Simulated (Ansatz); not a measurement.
# Lattice dynamics of KMgF3 (Pm-3m), part 2 of 3

Task: relax KMgF3 (Pm-3m), then find its harmonic phonons.

Ansatz 0.2.0; DFT PBEsol, scalar-relativistic, plane waves, PAW; PAW set soft_1.

So far. Step 3 (Tight relaxation): The forces vanish by symmetry and the pressure is 0.001 GPa, within the tolerances set. The cell now holds 12.73 Å³/atom. The relaxed cell has a = 3.992 Å (conventional setting).

### Step 4. Modes at Γ

The zone centre comes first: it holds the modes that light can see, as far as symmetry allows. The response to a homogeneous field gives the Born charges and the dielectric tensor, and its change with displacement the Raman tensors.

Contents of input.yaml:

```yaml
crystal:
  lattice:
    - [3.9921938027, 0.0, 0.0]
    - [0.0, 3.9921938027, 0.0]
    - [0.0, 0.0, 3.9921938027]
  atoms:
    - { symbol: K, position: [0.5, 0.5, 0.5] }
    - { symbol: Mg, position: [0.0, 0.0, 0.0] }
    - { symbol: F, position: [0.5, 0.0, 0.0] }
    - { symbol: F, position: [0.0, 0.5, 0.0] }
    - { symbol: F, position: [0.0, 0.0, 0.5] }
kpoints:
  mp_grid: { grid: [8, 8, 8] }
hamiltonian:
  xc: pbesol
  pseudopotentials: { kind: paw, azcp: { folder: soft_1 }, xc_functional: pbe }
scf:
  occupations: { method: fixed }
output:
  eigenvalues: true
phonons:
  method: dfpt
  dielectric: true
  rigid_motions: translations
  raman: true
```

Started as:

```
$ ansatz run input.yaml --threads 4 --pin off --max-ram 10240MiB --backend cpu --events-out ev --progress --plain --runs-dir out
```

Numbers of over 12 decimals in the logs are rounded to 6 here.

Log:

```text
[...]
Crystal: 5 atoms, lattice volume = 63.626 Å³
Basis set: ecut = 420 eV, 1237 PW (Γ), exchange–correlation on 54×54×54 points (8 copies of the dense FFT grid, shifted against one another)
Bands: 25, of which v1, the nominal top of the filled ones, is band 20 counted from 1 (19 counted from 0)
Symmetry: 48 space group operations
k-points: 170 of 512 (irreducible under 2 space group operations, time reversal used)
[...]
SCF iter   1: F=—  HF=-5841.200645 eV  |F-HF|=—  |Δ(HF+E_count)|=         —  Δρ=1.50e-1  dr2=1.13e1  ethr=3.10e-3  ⟨swp⟩=4.1  Hψ=18692  notcnv=0  defer=200
[...]
SCF iter  10: F=-5837.500407 eV  HF=-5837.500407 eV  |F-HF|=9.09e-13  |Δ(HF+E_count)|=  5.09e-10  Δρ=1.82e-7  dr2=1.23e-11  ethr=1.00e-12  ⟨swp⟩=12.8  Hψ=28658  notcnv=0
SCF 1 converged in 10 iterations: F = -5837.500407 eV  dr2 = 1.23e-11
[...]
DFPT response loops at Γ: preconditioner auto → none (the input reference at scf.mixing.eps_inf says where Resta's filter doesn't serve); β = 0.50; Broyden in place of MSR1
── the response to a field inside a basis, on 8×8×8 k-points: an SCF that follows is theirs, and a resumed run solves both again ──
Bands: 21, of which v1, the nominal top of the filled ones, is band 20 counted from 1 (19 counted from 0)
k-points: 20 of 512
[...]
Eigensolver: Dense (20 Hₖ)
SCF iter   1: F=—  HF=-5837.491271 eV  |F-HF|=—  |Δ(HF+E_count)|=         —  Δρ=3.74e-4  dr2=1.80e-5  ethr=1.00e-1
[...]
SCF iter   5: F=-5837.491269 eV  HF=-5837.491269 eV  |F-HF|=0.00e0  |Δ(HF+E_count)|=   1.97e-9  Δρ=3.76e-7  dr2=1.00e-10  ethr=6.05e-12
SCF 1 converged in 5 iterations: F = -5837.491269 eV  dr2 = 1.00e-10
[...]
SCF converged after 10 iterations
Free energy (F): -5837.500407 eV
[...]
Internal energy: -5837.500407 eV  (E = F + TS)
E sigma→0 (E₀):  -5837.500407 eV
Fermi energy:    2.671481 eV
[...]
--- Band table (eV; the first three rows and the last of 170) ---
  k-point 0: bands = [... 16 lower, 2.0422, 2.3484, 2.3484, 2.3484, 9.7826, 12.6221, 12.6221, 14.7794, ... 1 higher]
  k-point 1: bands = [... 16 lower, 2.0090, 2.1943, 2.3170, 2.3170, 10.0622, 12.7654, 12.7895, 14.8534, ... 1 higher]
  k-point 2: bands = [... 16 lower, 1.9262, 1.9262, 2.2425, 2.2425, 10.8038, 13.1237, 13.1752, 15.0498, ... 1 higher]
  k-point 169: bands = [... 16 lower, 1.5585, 2.6715, 2.6715, 2.6715, 12.9752, 12.9752, 12.9752, 16.4512, ... 1 higher]
--- Phonons (Γ-DFPT): 4 representative perturbations + reference, on 170 of 512 k-points (Σ response iterations 12) ---
  k mesh reduced under 2 symmetry operations, with k and −k counted as one. Each operation leaves every solved perturbation unchanged. A smaller set is not considered because the run solves the response to a homogeneous field
  ASR residual: 1.114e-3 → 0.000e0 eV/Å²; symmetrization residual: 9.041e-6 eV/Å²
  ASR residual per site (eV/Å²): 8.52e-5 1.11e-3 1.61e-4 1.61e-4 1.61e-4
  Γ frequencies (cm⁻¹): 0.00 0.00 0.00 142.10 142.10 142.10 180.37 180.37 180.37 281.03 281.03 281.03 461.36 461.36 461.36
  ε∞ (high-frequency dielectric tensor):
        2.118114     0.000000     0.000000
       -0.000000     2.118114    -0.000000
        0.000000     0.000000     2.118114
  ε⁰ (static dielectric tensor: ions relaxed, cell fixed):
        7.081210     0.000000     0.000000
        0.000000     7.081210    -0.000000
        0.000000    -0.000000     7.081210
  ε⁰ − ε∞ (ionic part):
        4.963096     0.000000     0.000000
        0.000000     4.963096    -0.000000
        0.000000    -0.000000     4.963096
  softest optical mode at Γ: 142.10 cm⁻¹; the repairs (sum rule, projections) moved no ω² at Γ by more than (3.80 cm⁻¹)²
  Born effective charges Z* (e; rows j = field, columns β = displacement):
    site 0:
         1.18983    0.00000    0.00000
         0.00000    1.18983    0.00000
         0.00000   -0.00000    1.18983
    site 1:
         2.00238    0.00000   -0.00000
         0.00000    2.00238    0.00000
         0.00000    0.00000    2.00238
    site 2:
        -1.27634    0.00000    0.00000
         0.00000   -0.95794    0.00000
         0.00000   -0.00000   -0.95794
    site 3:
        -0.95794   -0.00000    0.00000
        -0.00000   -1.27634    0.00000
         0.00000   -0.00000   -0.95794
    site 4:
        -0.95794    0.00000   -0.00000
        -0.00000   -0.95794    0.00000
         0.00000   -0.00000   -1.27634
  Z* charge neutrality: 6.927e-7 e pre-enforcement
  k-mesh period / interband length: 31.9 Å / 0.87 Å = 36.90 at k = (0.0000, 0.0000, 0.0000), direct gap 7.434 eV — 14 or more, which is no proof of convergence
  Raman tensors (in the event stream and the table raman_tensors.tsv): an entry may err by 2.3e-4 Å², one of the second-order susceptibility by 4.5e-20 pm/V (basis, points and sum rule); their sum over the sites missed zero by 4.034e-21 Å² ahead of its enforcement
  optical modes at Γ without the LO–TO term, one row a degenerate level:
      ω (cm⁻¹)  modes    IR ((D/Å)²/amu)  static Raman (Å⁴/amu)  depolarisation
        142.10      3             5.5093                 0.0000               —
        180.37      3             0.0000                 0.0000               —
        281.03      3             9.1055                 0.0000               —
        461.36      3            11.9298                 0.0000               —
  optical modes at Γ + LO–TO along q̂ = [1.0000, 0.0000, 0.0000]:
      ω (cm⁻¹)  modes    IR ((D/Å)²/amu)  static Raman (Å⁴/amu)  depolarisation
        142.10      2             3.6729                 0.0000               —
        180.01      1             0.2885                 0.0000               —
        180.37      3             0.0000                 0.0000               —
        281.03      2             6.0703                 0.0000               —
        339.02      1             1.3457                 0.0000               —
        461.36      2             7.9532                 0.0000               —
        552.02      1             7.2140                 0.0000               —
  optical modes at Γ + LO–TO along q̂ = [0.0000, 1.0000, 0.0000]:
      ω (cm⁻¹)  modes    IR ((D/Å)²/amu)  static Raman (Å⁴/amu)  depolarisation
        142.10      2             3.6729                 0.0000               —
        180.01      1             0.2885                 0.0000               —
        180.37      3             0.0000                 0.0000               —
        281.03      2             6.0703                 0.0000               —
        339.02      1             1.3457                 0.0000               —
        461.36      2             7.9532                 0.0000               —
        552.02      1             7.2140                 0.0000               —
  optical modes at Γ + LO–TO along q̂ = [0.0000, 0.0000, 1.0000]:
      ω (cm⁻¹)  modes    IR ((D/Å)²/amu)  static Raman (Å⁴/amu)  depolarisation
        142.10      2             3.6729                 0.0000               —
        180.01      1             0.2885                 0.0000               —
        180.37      3             0.0000                 0.0000               —
        281.03      2             6.0703                 0.0000               —
        339.02      1             1.3457                 0.0000               —
        461.36      2             7.9532                 0.0000               —
        552.02      1             7.2140                 0.0000               —
```

The job ended after 2.8 min (4 threads of Arm Neoverse V1, shared host; peak memory 1.2 GiB).

The column dr2 measures how far the density is from self-consistency, as an energy; F and HF (Harris–Foulkes) agree once it is small.

This step gave:

```
sum-rule residual before enforcement                    : 0.001114 eV/Å²
miss of the charge sum rule                             : 6.93e-7 e
point group                                             : m-3m
highest optical mode at the zone centre (no LO-TO term) : 461.4 cm⁻¹
lowest optical zone-centre mode                         : 142.1 cm⁻¹
mean high-frequency dielectric constant                 : 2.118
largest Born charge (third of the trace)                : 2.002 e
mean static dielectric constant                         : 7.081
top of the zone-centre spectrum with the field          : 552.0 cm⁻¹
```

Without the LO-TO term. Patterns of degenerate modes are one choice out of their space. The modes at Γ (shares of kinetic energy by element, %):

| mode | frequency (cm⁻¹) | symmetry | K % | Mg % | F % |
| --- | --- | --- | --- | --- | --- |
| 1 | 0.0 | acoustic | 32 | 20 | 47 |
| 2 | 0.0 | acoustic | 32 | 20 | 47 |
| 3 | 0.0 | acoustic | 32 | 20 | 47 |
| 4 | 142.1 | T1u | 67 | 5 | 28 |
| 5 | 142.1 | T1u | 67 | 5 | 28 |
| 6 | 142.1 | T1u | 67 | 5 | 28 |
| 7 | 180.4 | T2u | 0 | 0 | 100 |
| 8 | 180.4 | T2u | 0 | 0 | 100 |
| 9 | 180.4 | T2u | 0 | 0 | 100 |
| 10 | 281.0 | T1u | 1 | 44 | 55 |
| 11 | 281.0 | T1u | 1 | 44 | 55 |
| 12 | 281.0 | T1u | 1 | 44 | 55 |
| 13 | 461.4 | T1u | 0 | 31 | 69 |
| 14 | 461.4 | T1u | 0 | 31 | 69 |
| 15 | 461.4 | T1u | 0 | 31 | 69 |

Displacements in mode 5 (142.1 cm⁻¹), the largest set to 1:
```
K1   1.00  0.00  0.00
Mg2 -0.35  0.00  0.00
F3  -0.45  0.00  0.00
F4  -0.58  0.00  0.00
F5  -0.58  0.00  0.00
```

Displacements in mode 14 (461.4 cm⁻¹), the largest set to 1:
```
K1   0.01  0.00  0.00
Mg2 -0.60  0.00  0.00
F3   1.00  0.00  0.00
F4  -0.13  0.00  0.00
F5  -0.13  0.00  0.00
```

Optical modes at the zone centre, without and with the macroscopic field of the longitudinal modes; each column is sorted by frequency, so a row need not hold one and the same mode. Modes with and without the field, by row:

| rank among optical modes | no field (cm⁻¹) | q along (1, 0, 0) (cm⁻¹) |
| --- | --- | --- |
| 1 | 142.1 | 142.1 |
| 2 | 142.1 | 142.1 |
| 3 | 142.1 | 180 |
| 4 | 180.4 | 180.4 |
| 5 | 180.4 | 180.4 |
| 6 | 180.4 | 180.4 |
| 7 | 281 | 281 |
| 8 | 281 | 281 |
| 9 | 281 | 339 |
| 10 | 461.4 | 461.4 |
| 11 | 461.4 | 461.4 |
| 12 | 461.4 | 552 |

Born charge (rows field, columns displacement) (e), principal values of the symmetric part by kind of site:

| atom | atoms with these values | low | middle | high | mean |
| --- | --- | --- | --- | --- | --- |
| K1 | 1 | 1.19 | 1.19 | 1.19 | 1.19 |
| Mg2 | 1 | 2.00 | 2.00 | 2.00 | 2.00 |
| F3 | 3 | -1.28 | -0.96 | -0.96 | -1.06 |

In full for K1:

```
1.19 0.00 0.00
0.00 1.19 0.00
0.00 0.00 1.19
```

High-frequency dielectric tensor:

```
2.12 0.00 0.00
0.00 2.12 0.00
0.00 0.00 2.12
```

Static dielectric tensor (ions relaxed, fixed cell):

```
7.08 0.00 0.00
0.00 7.08 0.00
0.00 0.00 7.08
```

Transverse modes. Infrared lines, with heights relative to the strongest:

| position (cm⁻¹) | label | relative intensity |
| --- | --- | --- |
| 142 | T1u | 46 |
| 180 | T2u | 0.0 |
| 281 | T1u | 76 |
| 461 | T1u | 100 |

Before it was imposed, the acoustic sum rule was missed by 0.0011 eV/Å² and the charge sum rule by 6.9e-7 e. Small misses are needed for a sound result but don't prove that mesh and cutoff are converged. The lowest optical mode is real, 142 cm⁻¹.

(Continued in part 3 of 3.)

[Logs are printed without paths, hosts, clocks, repeated set-up lines and the standing remarks that a program may print on its own settings, such as how far it seeks lower states.]

[Hosts, paths, dates, database ids (printed as entryN), source tags and the programs' standing remarks are cut or masked in the printed files.]
